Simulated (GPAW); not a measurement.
Consider ScF3 (R-3c).

```xyz
8
Lattice="2.6222 1.5139 4.7031 -2.6222 1.5139 4.7031 0.0000 -3.0279 4.7031" Properties=species:S:1:pos:R:3 pbc="T T T"
Sc    0.0000    0.0000    0.0000
Sc    0.0000    0.0000    7.0546
F    -1.5794   -0.2923    8.2304
F     0.5365    1.5139    8.2304
F     1.0429   -1.2216    8.2304
F     1.5794    0.2923    5.8788
F    -0.5365   -1.5139    5.8788
F    -1.0429    1.2216    5.8788
```

Absorber: atom 1, with 6 F at 1.99 Å (octahedral, site symmetry -3). Method: GPAW, LDA, full core hole (charged cell), 32-atom cell with 7.7 Å between holes, 2×2×2 k points, dipole transitions, Gaussian full width 0.9 eV up to 4 eV, rising linearly to 3.5 eV at 25 eV.

**Question.** Predict the near-edge structure at the Sc K edge.

Main maxima up to 30 eV above the zero (height): 7.0 eV (0.43), 16.3 eV (2.71) and 21.0 eV (1.97). A K edge sees empty p states. The first eV above the zero hold little dipole weight, as the lowest empty bands are of d character; the main edge, of 4p character, rises through 0.6 near 10 eV above the zero. The total-energy difference plus the lowest empty eigenvalue puts the zero at 4494.22 eV. One term is added: -21.68 eV, since the hole is spin-paired here and a spin-polarised one costs that much less in the free atom (computed apart). The photon energy is then 4472.54 eV. The tabulated edge of the element is 4492 eV. The functional and the charged cell's background leave an error in such absolute values: in the free atom LDA prices this hole 12.5 eV below PBE (computed apart), and PBE is itself good to a few eV.

The Sc K spectrum (energy from the lowest empty level; intensity scaled to a mean of 1 over the first 20 eV; polarised curves are means over the symmetry-equivalent atoms):

```tsv
E (eV)	isotropic	ε ⊥ c	ε ∥ c
-2.00	0.00	0.00	0.00
-1.25	0.00	0.00	0.00
-0.50	0.00	0.00	0.00
0.25	0.00	0.00	0.00
1.00	0.00	0.00	0.00
1.75	0.00	0.00	0.00
2.50	0.00	0.00	0.00
3.25	0.00	0.00	0.00
4.00	0.02	0.02	0.03
4.75	0.06	0.06	0.08
5.50	0.04	0.04	0.03
6.25	0.22	0.25	0.14
7.00	0.43	0.47	0.36
7.75	0.32	0.33	0.32
8.50	0.42	0.44	0.37
9.25	0.54	0.56	0.50
10.00	0.66	0.69	0.61
10.75	0.97	1.03	0.85
11.50	1.23	1.34	1.00
12.25	1.38	1.52	1.09
13.00	1.40	1.50	1.19
13.75	1.49	1.53	1.42
14.50	1.84	1.83	1.86
15.25	2.33	2.25	2.48
16.00	2.68	2.47	3.10
16.75	2.66	2.38	3.20
17.50	2.38	2.21	2.74
18.25	2.10	2.08	2.14
19.00	1.92	2.01	1.76
19.75	1.88	2.00	1.64
20.50	1.94	2.08	1.68
21.25	1.96	2.10	1.67
22.00	1.85	1.98	1.60
22.75	1.72	1.80	1.57
23.50	1.64	1.65	1.63
24.25	1.61	1.56	1.72
25.00	1.58	1.49	1.77
25.75	1.53	1.42	1.75
26.50	1.47	1.36	1.70
27.25	1.43	1.32	1.64
28.00	1.41	1.31	1.62
28.75	1.47	1.37	1.68
29.50	1.67	1.55	1.90
30.25	2.00	1.87	2.25
31.00	2.40	2.28	2.64
31.75	2.75	2.66	2.91
```

Quadrupole 1s→3d transitions, which feed the pre-edge, are not in the dipole spectrum. The mesh is coarse (0.41 Å⁻¹ between points), so small maxima may be mesh ripples. Lifetime broadening is put in by hand, and intensities beyond about 20 eV depend on it and on the partial waves. The structure is a published determination, not relaxed.

[Banner, clock and machine lines of the logs are left out without a mark of their own.]

[Logs are printed without paths, hosts, clocks, repeated set-up lines and the standing remarks that a program may print on its own settings, such as how far it seeks lower states.]

[Hosts, paths, dates, database ids (printed as entryN), source tags and the programs' standing remarks are cut or masked in the printed files.]

[Lists of maxima count a maximum above −3 eV only where it reaches 4 % of the highest in the window and stands out from its surroundings by 2 % of it (1.5 % where it reaches 55 %); shoulders and weaker maxima are passed over, and of the rest the first, up to two pre-edge ones and the few strongest are named.]
